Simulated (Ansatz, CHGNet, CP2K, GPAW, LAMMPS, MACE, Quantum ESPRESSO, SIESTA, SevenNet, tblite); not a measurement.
## Glassy Na2Si4O9 (90 atoms): runs against a plane-wave reference

Density of this cell: 2.38 g/cm³. The cell holds 90 atoms: 12 Na, 54 O and 24 Si. Its edges and angles: a = 10.817 Å, b = 10.817 Å, c = 10.817 Å, α = 90.0°, β = 90.0°, γ = 90.0°. 90 atoms (12 Na, 54 O, 24 Si) placed at random at 2.38 g/cm³, melted at 4500 K for 20 ps at fixed volume with the Morse and Coulomb pair potential with partial charges (Pedone, Malavasi, Menziani, Cormack and Segre, J. Phys. Chem. B 110, 11780 (2006)). Quenched from 4500 K to 300 K at 10 K/ps and fixed volume, held 5 ps.

Geometry: as built.

The reference, a calculation:

```
method                                           : Kohn-Sham DFT, PBE, PAW, plane waves (Ansatz 0.2.0); cutoff 420 eV, Γ point, fermi-dirac smearing of 0.05 eV; PAW set soft_2
r.m.s. force component                           : 1.292 eV/Å
longest force                                    : 5.169 eV/Å
pressure                                         : 4.954 GPa
gap (highest filled to lowest empty level) : 2.725 eV
SCF cycles                                       : 9
time                                             : 14 s on 4 threads of Arm Neoverse V2, shared host
CPU time                                         : 54 s
```

Runs, in no order:
A. QE PBE, gbrv-1.5, 40/200 Ry: Kohn-Sham DFT, PBE, GBRV 1.5 ultrasoft pseudopotentials, plane waves
B. QE PBE+D3(BJ), sssp-1.3.0-efficiency, 60/480 Ry: Kohn-Sham DFT, PBE+D3(BJ), SSSP efficiency 1.3.0 pseudopotentials, plane waves
C. MACE MP-0b2 small potential: machine-learned interatomic potential MACE MP-0b2 small, trained on PBE(+U) plane-wave data
D. SIESTA PBE, DZP, shift 0.01 Ry, mesh 500 Ry: Kohn-Sham DFT, PBE, PseudoDojo 0.4.1 norm-conserving pseudopotentials (converted to PSML), numerical atomic orbitals (DZP), diagonalisation
E. CP2K PBE, DZVP-MOLOPT-SR, 840/50 Ry, OT DIIS: Kohn-Sham DFT, PBE, GTH-PBE pseudopotentials, Gaussian and plane waves, DZVP-MOLOPT-SR-GTH, orbital transformation

Q: Order them from the smallest to the largest r.m.s. force difference.

A, B, C, E, D.

```
                                               run  Δ force, r.m.s. (meV/Å)  share of r.m.s. force (%)  CPU time
                    A. QE PBE, gbrv-1.5, 40/200 Ry                     16.8                       1.30   4.9 min
B. QE PBE+D3(BJ), sssp-1.3.0-efficiency, 60/480 Ry                     36.6                       2.84    12 min
                    C. MACE MP-0b2 small potential                     99.6                       7.71     5.3 s
   E. CP2K PBE, DZVP-MOLOPT-SR, 840/50 Ry, OT DIIS                      150                       11.6   8.8 min
    D. SIESTA PBE, DZP, shift 0.01 Ry, mesh 500 Ry                      217                       16.8   5.1 min
```

Machine-learned potentials mimic data converged in k, so the reference's own k-point error enters their differences. The network of bonds at the start is that of the classical potential that made the cell, and needn't be the one that DFT or experiment would give. The electronic-structure runs sample only Γ, in a cell whose shortest periodic width is 11 Å.

[Logs are printed without paths, hosts, clocks, repeated set-up lines and the standing remarks that a program may print on its own settings, such as how far it seeks lower states.]

[Hosts, paths, dates, database ids (printed as entryN), source tags and the programs' standing remarks are cut or masked in the printed files.]
